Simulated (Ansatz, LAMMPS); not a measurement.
# Site preference of a vacancy of Te in Zn34Te25S9 with crystalline order left by the classical run (68 atoms)

Aim: make a vacancy of Te at several sites of Zn34Te25S9 with crystalline order left by the classical run (68 atoms), relax each, and compare their energies.

Main program and level: Ansatz 0.2.0; Kohn-Sham DFT, PBE, PAW (set soft_1), plane waves.

## Step 1: Set-up

The cell holds 68 atoms: 34 Zn, 25 Te and 9 S. Its edges and angles: a = 12.398 Å, b = 12.398 Å, c = 12.398 Å, α = 90.0°, β = 90.0°, γ = 90.0°. 68 atoms (34 Zn, 25 Te, 9 S) placed at random at 4.97 g/cm³, melted at 2500 K for 10 ps at fixed volume with the Stillinger-Weber II-VI potential (Zhou et al., Phys. Rev. B 88, 085309 (2013)). Quenched from 2500 K to 100 K at 5 K/ps and fixed volume, held 5 ps.

Limits known from the start: The quench rate of 5 K/ps far exceeds what a furnace or splat quench reaches, so expect more defects and frozen-in strain than in a real sample. The starting topology of bonds comes from the classical model, and needn't be the one that DFT or experiment would give. Sampling is at Γ alone, for a cell whose shortest periodic width is 12 Å. The levels lack spin–orbit coupling, which is large for the heavy elements here.

## Step 2: Single point at the start

The forces at the start show how far the geometry lies from a minimum of this functional.

Contents of input.yaml:

```yaml
crystal:
  lattice:
    - [12.398, 0.0, 0.0]
    - [0.0, 12.398, 0.0]
    - [0.0, 0.0, 12.398]
  atoms:
    - { symbol: Zn, position: [0.39545, 0.62104, 0.56592] }
    - { symbol: Zn, position: [0.69361, 0.24934, 0.44527] }
    - { symbol: Zn, position: [0.41132, 0.49171, 0.8478] }
    - { symbol: Zn, position: [0.98941, 0.23166, 0.93699] }
    - { symbol: Zn, position: [0.11076, 0.20115, 0.34684] }
    - { symbol: Zn, position: [0.56734, 0.81915, 0.30413] }
    - { symbol: Zn, position: [0.46601, 0.98046, 0.54705] }
    - { symbol: Zn, position: [0.03714, 0.7106, 0.64587] }
    - { symbol: Zn, position: [0.2352, 0.86938, 0.38416] }
    - { symbol: Zn, position: [0.34728, 0.69467, 0.12761] }
    - { symbol: Zn, position: [0.10797, 0.06309, 0.68814] }
    - { symbol: Zn, position: [0.54747, 0.93013, 0.01728] }
    - { symbol: Zn, position: [0.15257, 0.38596, 0.68825] }
    - { symbol: Zn, position: [0.75645, 0.10326, 0.74676] }
    - { symbol: Zn, position: [0.29711, 0.82115, 0.8297] }
    - { symbol: Zn, position: [0.95353, 0.76098, 0.22993] }
    - { symbol: Zn, position: [0.18165, 0.01082, 0.10234] }
    - { symbol: Zn, position: [0.65837, 0.76616, 0.73648] }
    - { symbol: Zn, position: [0.91544, 0.88513, 0.92492] }
    - { symbol: Zn, position: [0.05551, 0.5759, 0.95929] }
    - { symbol: Zn, position: [0.33818, 0.31158, 0.53324] }
    - { symbol: Zn, position: [0.59392, 0.29972, 0.02136] }
    - { symbol: Zn, position: [0.2608, 0.33253, 0.10816] }
    - { symbol: Zn, position: [0.79054, 0.45599, 0.77859] }
    - { symbol: Zn, position: [0.9536, 0.28359, 0.53025] }
    - { symbol: Zn, position: [0.42696, 0.11052, 0.26924] }
    - { symbol: Zn, position: [0.66546, 0.62877, 0.05419] }
    - { symbol: Zn, position: [0.80447, 0.06491, 0.19868] }
    - { symbol: Zn, position: [0.5223, 0.46741, 0.27271] }
    - { symbol: Zn, position: [0.3231, 0.18007, 0.85806] }
    - { symbol: Zn, position: [0.85385, 0.41621, 0.18567] }
    - { symbol: Zn, position: [0.1445, 0.50684, 0.37986] }
    - { symbol: Zn, position: [0.77335, 0.59789, 0.46248] }
    - { symbol: Zn, position: [0.87715, 0.96252, 0.51198] }
    - { symbol: Te, position: [0.77413, 0.26995, 0.88305] }
    - { symbol: Te, position: [0.20053, 0.68546, 0.49679] }
    - { symbol: Te, position: [0.27196, 0.63333, 0.93943] }
    - { symbol: Te, position: [0.00459, 0.52732, 0.75878] }
    - { symbol: Te, position: [0.08692, 0.86866, 0.78473] }
    - { symbol: Te, position: [0.87981, 0.23831, 0.30575] }
    - { symbol: Te, position: [0.34179, 0.98921, 0.95168] }
    - { symbol: Te, position: [0.62091, 0.58327, 0.84704] }
    - { symbol: Te, position: [0.88447, 0.70088, 0.03297] }
    - { symbol: Te, position: [0.49079, 0.28485, 0.38161] }
    - { symbol: Te, position: [0.33006, 0.12491, 0.63966] }
    - { symbol: Te, position: [0.93659, 0.56491, 0.31974] }
    - { symbol: Te, position: [0.66435, 0.06902, 0.54738] }
    - { symbol: Te, position: [0.04924, 0.38949, 0.06551] }
    - { symbol: Te, position: [0.77415, 0.408, 0.56929] }
    - { symbol: Te, position: [0.45046, 0.80209, 0.67436] }
    - { symbol: Te, position: [0.78516, 0.88385, 0.3136] }
    - { symbol: Te, position: [0.56315, 0.62968, 0.41399] }
    - { symbol: Te, position: [0.16973, 0.82188, 0.18989] }
    - { symbol: Te, position: [0.97051, 0.04843, 0.04847] }
    - { symbol: Te, position: [0.31099, 0.50616, 0.23272] }
    - { symbol: Te, position: [0.10856, 0.0244, 0.45779] }
    - { symbol: Te, position: [0.83049, 0.76166, 0.59069] }
    - { symbol: Te, position: [0.71001, 0.92754, 0.8644] }
    - { symbol: Te, position: [0.59838, 0.10708, 0.12544] }
    - { symbol: S, position: [0.40063, 0.33097, 0.96189] }
    - { symbol: S, position: [0.9279, 0.12118, 0.63994] }
    - { symbol: S, position: [0.1452, 0.34289, 0.4845] }
    - { symbol: S, position: [0.34234, 0.46511, 0.6728] }
    - { symbol: S, position: [0.25111, 0.16524, 0.20724] }
    - { symbol: S, position: [0.1343, 0.2252, 0.80459] }
    - { symbol: S, position: [0.41883, 0.9391, 0.36437] }
    - { symbol: S, position: [0.65976, 0.44772, 0.13344] }
    - { symbol: S, position: [0.53408, 0.76087, 0.12286] }
kpoints:
  mp_grid: { grid: [1, 1, 1] }
hamiltonian:
  xc: pbe
  pseudopotentials: { kind: paw, azcp: { folder: soft_1 } }
scf:
  occupations: { method: gaussian, width: 0.05 }
output:
  forces: true
```

Run with:

```sh
ansatz run input.yaml --threads 4 --pin off --max-ram 15872MiB --backend cpu --events-out ev --progress --plain --runs-dir out
```

Numbers of over 12 decimals in the logs are rounded to 6 here.

The program printed:

```text
Engine: ansatz 0.2.0, x86_64-unknown-linux-gnu
Pseudopotentials: kind: paw
Pseudopotential: Zn, paw, valence charge 12, recommended cutoff 420 eV (normal), soft_1/Zn.paw.azcp
Pseudopotential: Te, paw, valence charge 16, recommended cutoff 420 eV (normal), soft_1/Te.paw.azcp
Pseudopotential: S, paw, valence charge 6, recommended cutoff 420 eV (normal), soft_1/S.paw.azcp
[... 5 lines on functional and potentials left out ...]
Crystal: 68 atoms, lattice volume = 1905.702 Å³
Basis set: ecut = 420 eV, 37385 PW (Γ), exchange–correlation on 180×180×180 points (8 copies of the dense FFT grid, shifted against one another)
Bands: 499, of which v1, the nominal top of the filled ones, is band 431 counted from 1 (430 counted from 0)
Symmetry: 1 space group operations
Space group: P1 (ITA 1), of the structure as read, at distance tolerance 1.2e-4 Å
k-points: 1
[... 7 lines on functional and potentials left out ...]
Initial density: superposition of atomic densities (chi_scale 0.1, normalization cell, long waves kept (reshape's long-wave potential 0.27 eV rms))
Initial wavefunctions: pseudopotential atomic-orbital guess
Functional: x = pbe(κ = 0.804, μ = 0.219515), c = pbe(β = 0.066725)
SCF iter   1: F=—  HF=-295496.264681 eV  |F-HF|=—  |Δ(HF+E_count)|=         —  Δρ=2.98e-2  dr2=1.70e1  ethr=3.10e-3  ⟨swp⟩=6.0  Hψ=2048  notcnv=0  defer=32
preconditioner: auto → Resta (q_TF=auto, 2.390 Å⁻¹)  ε∞=5.9  [insulator: Δε(μ)=0.554 eV  Ē_g=9.490 eV  σ=0.050 eV  W_gap=1.00  n_scr=460 (ndim 8)  ℏωp=21.0 eV  f_vac=0.063  D(μ)=0.00/eV (n_scr^D=0)  ε∞_Penn≈5.9]
SCF iter   2: F=—  HF=-295493.843587 eV  |F-HF|=—  |Δ(HF+E_count)|=    2.42e0  Δρ=1.24e-2  dr2=4.29e0  ethr=1.98e-3  ⟨swp⟩=2.0  Hψ=829  notcnv=0  defer=64
SCF iter   3: F=—  HF=-295493.462259 eV  |F-HF|=—  |Δ(HF+E_count)|=   3.81e-1  Δρ=9.30e-3  dr2=1.08e0  ethr=4.97e-4  ⟨swp⟩=3.0  Hψ=862  notcnv=0  defer=60
SCF iter   4: F=—  HF=-295493.136946 eV  |F-HF|=—  |Δ(HF+E_count)|=   3.25e-1  Δρ=2.40e-3  dr2=1.29e-1  ethr=1.25e-4  ⟨swp⟩=3.0  Hψ=724  notcnv=0  defer=60
SCF iter   5: F=—  HF=-295493.154850 eV  |F-HF|=—  |Δ(HF+E_count)|=   1.79e-2  Δρ=5.72e-4  dr2=1.06e-2  ethr=1.49e-5  ⟨swp⟩=4.0  Hψ=804  notcnv=0  defer=59
SCF iter   6: F=—  HF=-295493.164462 eV  |F-HF|=—  |Δ(HF+E_count)|=   9.61e-3  Δρ=4.44e-4  dr2=3.21e-3  ethr=1.23e-6  ⟨swp⟩=2.0  Hψ=746  notcnv=0  defer=59
SCF iter   7: F=—  HF=-295493.165678 eV  |F-HF|=—  |Δ(HF+E_count)|=   1.22e-3  Δρ=3.20e-4  dr2=1.29e-3  ethr=3.73e-7  ⟨swp⟩=2.0  Hψ=712  notcnv=0  defer=59
SCF iter   8: F=—  HF=-295493.165865 eV  |F-HF|=—  |Δ(HF+E_count)|=   1.88e-4  Δρ=7.07e-5  dr2=1.28e-4  ethr=1.50e-7  ⟨swp⟩=2.0  Hψ=712  notcnv=0  defer=59
SCF iter   9: F=—  HF=-295493.166061 eV  |F-HF|=—  |Δ(HF+E_count)|=   1.96e-4  Δρ=3.38e-5  dr2=2.20e-5  ethr=1.48e-8  ⟨swp⟩=2.0  Hψ=746  notcnv=0  defer=59
SCF iter  10: F=—  HF=-295493.167981 eV  |F-HF|=—  |Δ(HF+E_count)|=   1.92e-3  Δρ=2.35e-5  dr2=7.11e-6  ethr=2.56e-9  ⟨swp⟩=2.0  Hψ=804  notcnv=0  defer=59
SCF iter  11: F=—  HF=-295493.167981 eV  |F-HF|=—  |Δ(HF+E_count)|=   6.21e-8  Δρ=9.84e-6  dr2=1.54e-6  ethr=8.25e-10  ⟨swp⟩=2.0  Hψ=712  notcnv=0  defer=59
SCF iter  12: F=—  HF=-295493.167982 eV  |F-HF|=—  |Δ(HF+E_count)|=   9.48e-7  Δρ=3.30e-6  dr2=3.59e-7  ethr=1.78e-10  ⟨swp⟩=2.0  Hψ=708  notcnv=0  defer=59
SCF iter  13: F=-295493.167982 eV  HF=-295493.167982 eV  |F-HF|=3.14e-9  |Δ(HF+E_count)|=   5.45e-7  Δρ=1.82e-6  dr2=6.95e-8  ethr=1.16e-11  ⟨swp⟩=4.0  Hψ=1662  notcnv=0
SCF 1 converged in 13 iterations: F = -295493.167982 eV  dr2 = 6.95e-8
  greatest PAW one-centre occupation: 0.998 electrons in one spin orbital (limit 2), on the Te atom at site 55 (counted from 0), in its partial waves of l = 2
SCF converged after 13 iterations
Free energy (F): -295493.167982 eV
Harris-Foulkes:  -295493.167982 eV  (|F-HF|=3.14e-9)
Internal energy: -295493.167982 eV  (E = F + TS)
E sigma→0 (E₀):  -295493.167982 eV
Entropy (-TS):   -0.000001 eV (-0.000 meV/atom)
Fermi energy:    6.355220 eV
--- Per-component energies (eV) ---
  E_band       = -7328.197306
  E_kinetic    = 10188.311039
  E_local      = -122351.200774  (includes V_loc(G=0)·N_el)
  E_nonlocal   = 29882.053397
  E_hartree    = 52136.802478
  E_xc         = -6469.143680
  E_vxc        = -4949.107735  (∫ρ·V_xc dr)
  E_paw        = -186841.347722  (= ΣΔE_a)
  E_vpaw       = -24371.890390  (= ΣTr[D̂ρ^β])
  E_aug_tail   = -0.006519  (compensation charges beyond the density's cutoff)
  E_ewald      = -72038.636200
  E_smearing   = -0.000001  (= −TS)
  E_closure    = 0.000000  (closes the sum)
  Σ components = -295493.167982   (vs F -295493.167982, Δ=0.00e0)
--- Forces (eV/Å), atoms counted from 1 ---
  atom   1  Zn    -0.18645785     0.12585965     0.21673490
  atom   2  Zn    -0.12538881    -0.06531133     0.24265034
  atom   3  Zn     0.00972754    -0.24129287     0.17509619
  atom   4  Zn     0.03864998     0.04955519    -0.22570148
  atom   5  Zn     0.26165029    -0.41357540    -0.13439954
  atom   6  Zn    -0.12162006    -0.00094165     0.05414439
  atom   7  Zn    -0.09040447     0.23356246    -0.01535238
  atom   8  Zn    -0.08433057     0.04039272     0.09567471
  atom   9  Zn     0.08487922     0.16229200    -0.06703100
  atom  10  Zn    -0.13376888    -0.04543911    -0.04917817
  atom  11  Zn     0.04221237     0.28371919    -0.17788991
  atom  12  Zn    -0.10876433    -0.07046900    -0.00700492
  atom  13  Zn     0.21183048    -0.03224488     0.50254730
  atom  14  Zn    -0.03127855     0.26736915    -0.55882506
[...]
atom  67  S      0.17730475     0.16635552     0.17201054
  atom  68  S     -0.14967577     0.23844283    -0.22995221
  max |Σ_I F_I| component: 2.89e-5 eV/Å
```

It took 20 s on 4 threads of Intel Xeon Platinum 8488C (Sapphire Rapids), shared host; peak memory 2.8 GiB.

The column dr2 measures how far the density is from self-consistency, as an energy; F and HF (Harris–Foulkes) agree once it is small.

The r.m.s. force at the start is 0.22 eV/Å.

## Step 3: Relaxation

With the cell held, the atoms are moved downhill towards a nearby minimum.

Contents of input.yaml:

```yaml
crystal:
  lattice:
    - [12.398, 0.0, 0.0]
    - [0.0, 12.398, 0.0]
    - [0.0, 0.0, 12.398]
  atoms:
    [... the 68 atom lines of step 2 ...]
kpoints:
  mp_grid: { grid: [1, 1, 1] }
hamiltonian:
  xc: pbe
  pseudopotentials: { kind: paw, azcp: { folder: soft_1 } }
scf:
  occupations: { method: gaussian, width: 0.05 }
output:
  forces: true
relax:
  f_tol: 0.05
  max_steps: 120
```

The program printed:

```text
[...]
Crystal: 68 atoms, lattice volume = 1905.702 Å³
Basis set: ecut = 420 eV, 37385 PW (Γ), exchange–correlation on 180×180×180 points (8 copies of the dense FFT grid, shifted against one another)
Bands: 518, of which v1, the nominal top of the filled ones, is band 431 counted from 1 (430 counted from 0)
Symmetry: 1 space group operations
[...]
k-points: 1
[...]
SCF iter   1: F=—  HF=-295496.249720 eV  |F-HF|=—  |Δ(HF+E_count)|=         —  Δρ=2.98e-2  dr2=1.70e1  ethr=3.10e-3  ⟨swp⟩=7.0  Hψ=2111  notcnv=0  defer=69
[...]
SCF iter   9: F=—  HF=-295493.167946 eV  |F-HF|=—  |Δ(HF+E_count)|=   1.62e-4  Δρ=3.15e-5  dr2=1.92e-5  ethr=1.44e-8  ⟨swp⟩=2.0  Hψ=746  notcnv=0  defer=78
SCF iter  10: F=-295493.167977 eV  HF=-295493.167980 eV  |F-HF|=3.60e-6  |Δ(HF+E_count)|=   3.43e-5  Δρ=2.02e-5  dr2=5.72e-6  ethr=2.22e-9  ⟨swp⟩=3.0  Hψ=1255  notcnv=0
SCF 1 converged in 10 iterations: F = -295493.167977 eV  dr2 = 5.72e-6
[...]
relax step   1: F+E_penalty+E_count = -295493.16797657 eV  Δ(F+E_penalty+E_count) = +0.000e0 eV  max|allowed force component| = 7.527e-1 eV/Å  Δτ_max = 0.0000 Å  (10 SCF iters, dr2 threshold 6.25e-5 eV, accepted)
[...]
relax step   2: F+E_penalty+E_count = -295494.04481976 eV  Δ(F+E_penalty+E_count) = -8.768e-1 eV  max|allowed force component| = 3.568e-1 eV/Å  Δτ_max = 0.1949 Å  (6 SCF iters, dr2 threshold 3.54e-5 eV, accepted)
[...]
relax step   3: F+E_penalty+E_count = -295494.54400583 eV  Δ(F+E_penalty+E_count) = -4.992e-1 eV  max|allowed force component| = 1.905e-1 eV/Å  Δτ_max = 0.2000 Å  (8 SCF iters, dr2 threshold 7.95e-6 eV, accepted)
relax step   4: F+E_penalty+E_count = -295494.71683966 eV  Δ(F+E_penalty+E_count) = -1.728e-1 eV  max|allowed force component| = 1.633e-1 eV/Å  Δτ_max = 0.2000 Å  (8 SCF iters, dr2 threshold 8.15e-6 eV, accepted)
relax step   5: F+E_penalty+E_count = -295494.79781531 eV  Δ(F+E_penalty+E_count) = -8.098e-2 eV  max|allowed force component| = 1.485e-1 eV/Å  Δτ_max = 0.2000 Å  (7 SCF iters, dr2 threshold 7.60e-6 eV, accepted)
relax step   6: F+E_penalty+E_count = -295494.86177962 eV  Δ(F+E_penalty+E_count) = -6.396e-2 eV  max|allowed force component| = 1.051e-1 eV/Å  Δτ_max = 0.1990 Å  (6 SCF iters, dr2 threshold 1.62e-5 eV, accepted)
relax step   7: F+E_penalty+E_count = -295494.92631954 eV  Δ(F+E_penalty+E_count) = -6.454e-2 eV  max|allowed force component| = 1.347e-1 eV/Å  Δτ_max = 0.2000 Å  (8 SCF iters, dr2 threshold 5.54e-6 eV, accepted)
relax step   8: F+E_penalty+E_count = -295494.93424194 eV  Δ(F+E_penalty+E_count) = -7.922e-3 eV  max|allowed force component| = 1.699e-1 eV/Å  Δτ_max = 0.1957 Å  (7 SCF iters, dr2 threshold 9.09e-6 eV, accepted)
relax step   9: F+E_penalty+E_count = -295494.94795521 eV  Δ(F+E_penalty+E_count) = -1.371e-2 eV  max|allowed force component| = 1.267e-1 eV/Å  Δτ_max = 0.1159 Å  (6 SCF iters, dr2 threshold 2.89e-5 eV, accepted)
relax step  10: F+E_penalty+E_count = -295494.96264091 eV  Δ(F+E_penalty+E_count) = -1.469e-2 eV  max|allowed force component| = 5.289e-2 eV/Å  Δτ_max = 0.0680 Å  (6 SCF iters, dr2 threshold 8.93e-6 eV, accepted)
[...]
relax step  11: F+E_penalty+E_count = -295494.96846891 eV  Δ(F+E_penalty+E_count) = -5.828e-3 eV  max|allowed force component| = 3.176e-2 eV/Å  Δτ_max = 0.0478 Å  (8 SCF iters, accepted)
SCF converged after 8 iterations
Free energy (F): -295494.968469 eV
[...]
Internal energy: -295494.968469 eV  (E = F + TS)
E sigma→0 (E₀):  -295494.968469 eV
Fermi energy:    6.403115 eV
[...]
Σ components = -295494.968469   (vs F -295494.968469, Δ=0.00e0)
--- Forces (eV/Å), atoms counted from 1 ---
  atom   1  Zn    -0.00150533    -0.00664569    -0.00827274
  atom   2  Zn     0.00227387     0.00432946     0.00052766
  atom   3  Zn     0.00225370     0.00267978    -0.00425688
  atom   4  Zn    -0.00799198     0.00039526     0.00358700
[...]
atom  68  S      0.00509780    -0.00654557    -0.00335226
  max |Σ_I F_I| component: 4.03e-5 eV/Å
--- Relaxed structure (11 steps of the walk, 11 accepted, 0 SCFs on fresh bases) ---
  F+E_penalty+E_count = -295494.96846891 eV   max|allowed force component| = 3.176e-2 eV/Å
  atoms:
    - { symbol: Zn, position: [0.382922, 0.628600, 0.577395] }
    - { symbol: Zn, position: [0.682229, 0.238663, 0.449978] }
    - { symbol: Zn, position: [0.412212, 0.483895, 0.847051] }
    - { symbol: Zn, position: [1.001037, 0.240177, 0.933352] }
[...]
- { symbol: S, position: [0.529891, 0.764215, 0.110476] }
```

Elapsed: 2.5 min, on 4 threads; peak memory 2.9 GiB; 9.5 min of CPU time.

The relaxation converged after 11 steps, 1.80 eV below its start, with a largest force component of 0.032 eV/Å.

## Step 4: Single point at the relaxed geometry

The electronic structure is read at the final geometry, in a run of its own.

Contents of input.yaml:

```yaml
crystal:
  lattice:
    - [12.398, 0.0, 0.0]
    - [0.0, 12.398, 0.0]
    - [0.0, 0.0, 12.398]
  atoms:
    - { symbol: Zn, position: [0.38292, 0.6286, 0.5774] }
    - { symbol: Zn, position: [0.68223, 0.23866, 0.44998] }
    - { symbol: Zn, position: [0.41221, 0.4839, 0.84705] }
    - { symbol: Zn, position: [0.00104, 0.24018, 0.93335] }
    - { symbol: Zn, position: [0.17036, 0.18846, 0.37912] }
    - { symbol: Zn, position: [0.5728, 0.8097, 0.2936] }
    [... 56 atom lines left out ...]
    - { symbol: S, position: [0.34365, 0.45642, 0.66681] }
    - { symbol: S, position: [0.26254, 0.17249, 0.21287] }
    - { symbol: S, position: [0.13615, 0.22382, 0.7942] }
    - { symbol: S, position: [0.42925, 0.93472, 0.3615] }
    - { symbol: S, position: [0.6497, 0.45777, 0.1367] }
    - { symbol: S, position: [0.52989, 0.76422, 0.11048] }
kpoints:
  mp_grid: { grid: [1, 1, 1] }
hamiltonian:
  xc: pbe
  pseudopotentials: { kind: paw, azcp: { folder: soft_1 } }
scf:
  occupations: { method: gaussian, width: 0.05 }
output:
  forces: true
  stress: true
  populations: true
  dos:
    method: { smearing: { sigma: 0.15 } }
    de: 0.1
    projected: { site_lists: { S: [S], Te: [Te], Zn: [Zn] } }
  eigenvalues: true
  write_density: true
  write_potential: true
  volumetric_format: npy
  elf: true
```

The program printed:

```text
[...]
Crystal: 68 atoms, lattice volume = 1905.702 Å³
Basis set: ecut = 420 eV, 37385 PW (Γ), exchange–correlation on 180×180×180 points (8 copies of the dense FFT grid, shifted against one another)
Bands: 518, of which v1, the nominal top of the filled ones, is band 431 counted from 1 (430 counted from 0)
Symmetry: 1 space group operations
[...]
k-points: 1
[...]
SCF iter   1: F=—  HF=-295497.944844 eV  |F-HF|=—  |Δ(HF+E_count)|=         —  Δρ=2.97e-2  dr2=1.62e1  ethr=3.10e-3  ⟨swp⟩=6.0  Hψ=2182  notcnv=0  defer=62
[...]
SCF iter  13: F=-295494.968464 eV  HF=-295494.968464 eV  |F-HF|=1.28e-9  |Δ(HF+E_count)|=   5.31e-7  Δρ=1.87e-6  dr2=6.44e-8  ethr=1.16e-11  ⟨swp⟩=23.0  Hψ=5347  notcnv=0
SCF 1 converged in 13 iterations: F = -295494.968464 eV  dr2 = 6.44e-8
[...]
SCF converged after 13 iterations
Free energy (F): -295494.968464 eV
[...]
Internal energy: -295494.968464 eV  (E = F + TS)
E sigma→0 (E₀):  -295494.968464 eV
Fermi energy:    6.403120 eV
[...]
--- Forces (eV/Å), atoms counted from 1 ---
  atom   1  Zn    -0.00164916    -0.00676785    -0.00845145
  atom   2  Zn     0.00228594     0.00455181     0.00049372
  atom   3  Zn     0.00229628     0.00255455    -0.00428712
  atom   4  Zn    -0.00808772     0.00034278     0.00389834
  atom   5  Zn    -0.01258721     0.00828047     0.00872277
  atom   6  Zn    -0.01144591     0.00615542     0.00717595
  atom   7  Zn     0.00454068    -0.00266595     0.00750423
  atom   8  Zn    -0.00153905     0.00083861    -0.00005332
  atom   9  Zn     0.00120914    -0.00218151     0.00496284
  atom  10  Zn     0.00246387    -0.00232424     0.00185027
  atom  11  Zn    -0.00219761    -0.00526672     0.00855558
  atom  12  Zn     0.00233002     0.00229663     0.00806106
  atom  13  Zn    -0.00272192     0.01182704     0.00299655
  atom  14  Zn    -0.00219605     0.00998174    -0.00005127
[...]
atom  67  S      0.00441604     0.00497396     0.00647571
  atom  68  S      0.00511611    -0.00673823    -0.00370175
  max |Σ_I F_I| component: 3.82e-5 eV/Å
--- Stress (GPa, compression-positive) ---
       -2.687887      -0.634084       1.352921
       -0.634084      -1.011761      -0.211239
        1.352921      -0.211239       0.017648
  P = ⅓ Tr σ = -1.2273 GPa (-12.273 kbar)
--- Band table (eV) ---
[...]
--- Löwdin populations: 68 sites ---
  site symbol       q [e]
     0     Zn     10.8406
     1     Zn     10.8547
     2     Zn     10.7962
[...]
67      S      7.0612
  spilling = 0.008300 (of n_electrons = 862.000000)
```

Elapsed: 37 s, on 4 threads; peak memory 3 GiB; 2.2 min of CPU time.

Numbers from this run:

```yaml
free_energy: -295494.9685 eV
free_energy_per_atom: -4345.5142 eV/atom
scf_cycles: 13
pressure: -1.227 GPa
r_m_s_force_component: 0.0069 eV/Å
longest_force: 0.03185 eV/Å
fermi_energy: 6.403 eV
spacing_of_highest_filled_and_lowest_empty_level: 0.6632 eV
spilling_of_the_projection: 0.0083
```

(Part 1 of 3 ends here.)

[Logs are printed without paths, hosts, clocks, repeated set-up lines and the standing remarks that a program may print on its own settings, such as how far it seeks lower states.]

[Hosts, paths, dates, database ids (printed as entryN), source tags and the programs' standing remarks are cut or masked in the printed files.]
